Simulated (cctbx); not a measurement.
**Accept or mend?**

Cell a = 12.3700 Å, b = 7.2500 Å, c = 9.4450 Å, α = 90.00°, β = 90.00°, γ = 90.00°; space group Cmcm (no. 63).

Simulated single-crystal data (cctbx): Mo Kα, λ = 0.71073 Å, to d = 0.6 Å, 95 % of the full sphere, strongest reflection 5000 counts, noise from counting, a 3 % proportional error and a noise floor of 4 counts (s.d.); no absorption, and some extinction, which the refinements don't model.

An anisotropic refinement with weights 1/σ² prints:

```text
Rint 0.068, 1110 unique reflections to 0.60 A
cycle     R1     wR2    GooF  max shift (A)
   1  0.3452  0.6366  12.946   0.01367
   2  0.3298  0.6072  12.348   0.00045
final R1 0.3299 wR2 0.6072 GooF 12.348  parameters 34  data/parameter 32.6
atom        x        y        z      Ueq    occ   su(xyz)  su(Uiso or U11)
Ru1    0.67727  0.00000  0.00000  -0.0016  1.000  0.00045  0.0021  NPD
Y1     0.66108  0.66585  0.25000  -0.0017  1.000  0.00100  0.0024  NPD
Zn1    0.39306  0.05958  0.25000  -0.0012  1.000  0.00129  0.0027  NPD
Zn2    0.66266  0.67668  0.57260  -0.0031  1.000  0.00081  0.0021  NPD
Zn3    0.50000  0.36194  0.25000   0.0002  1.000  0.00185  0.0049  NPD
Fe1    0.00000  0.00000  0.00000  -0.0055  1.000  0.00000  0.0040  NPD
difference map: max 217.52 min -26.03 rms 7.53
Q1    0.0000  0.3504  0.0582    8  229.25  2.51 A from Ru1
Q2    0.1819  0.5000  0.0000    8   67.00  0.06 A from Ru1
Q3    0.0000  0.1422  0.7500    4   55.15  0.03 A from Zn3
Q4    0.1091  0.4414  0.7500    8   48.60  0.03 A from Zn1
Q5    0.1619  0.1560  0.2500    8   43.32  0.07 A from Y1
Q6    0.1649  0.1818  0.5662   16   42.63  0.08 A from Zn2
```

**Question.** Can this result stand? If not, what is the likely fault?

Mend it. The fault: an atom left out, Zn at (1/2, 0.8503, 0.4410). Against the right model at the same level, R1 goes from 0.0255 to 0.3299 and GooF from 1.02 to 12.35, U of Zn2 shrinks from 0.0043 to -0.0031 Å², the top difference peak, 229.2 e/Å³, lies 2.51 Å from Ru1 and Ru1, Y1, Zn1, Zn2, Zn3 and Fe1 go non-positive-definite. Q1 is the missing atom. With scattering power missing, scale and phases suffer, so peaks may also grow on the heavy atoms.

The compound is Y2Zn9FeRu2. The right model at the same level gives:

```text
Rint 0.068, 1110 unique reflections to 0.60 A
cycle     R1     wR2    GooF  max shift (A)
   1  0.0266  0.0519   1.058   0.00017
   2  0.0255  0.0500   1.019   0.00000
final R1 0.0255 wR2 0.0500 GooF 1.019  parameters 40  data/parameter 27.8
atom        x        y        z      Ueq    occ   su(xyz)  su(Uiso or U11)
Ru1    0.67790  0.00000  0.00000   0.0043  1.000  0.00003  0.0001
Y1     0.66039  0.66440  0.25000   0.0050  1.000  0.00007  0.0002
Zn1    0.39330  0.05921  0.25000   0.0039  1.000  0.00009  0.0002
Zn2    0.50000  0.85060  0.44122   0.0036  1.000  0.00008  0.0002
Zn3    0.66260  0.67723  0.57299   0.0043  1.000  0.00006  0.0002
Zn4    0.50000  0.36067  0.25000   0.0035  1.000  0.00012  0.0003
Fe1    0.00000  0.00000  0.00000   0.0039  1.000  0.00000  0.0004
difference map: max 2.30 min -2.47 rms 0.56
Q1    0.0000  0.1758  0.7500    4    2.33  0.26 A from Zn4
Q2    0.1187  0.3965  0.2500    8    2.13  1.19 A from Zn1
Q3    0.0863  0.1862  0.7500    8    2.13  1.12 A from Zn4
Q4    0.1415  0.0564  0.1590   16    2.12  1.19 A from Y1
Q5    0.1436  0.2468  0.7500    8    2.04  1.48 A from Zn1
Q6    0.2404  0.2900  0.1747   16    2.04  1.52 A from Y1
```

The model is made up (kin elements in a known structure type, no relaxation), so it says nothing on whether the phase exists.

[Middle refinement cycles are left out of these outputs.]

[Logs are printed without paths, hosts, clocks, repeated set-up lines and the standing remarks that a program may print on its own settings, such as how far it seeks lower states.]
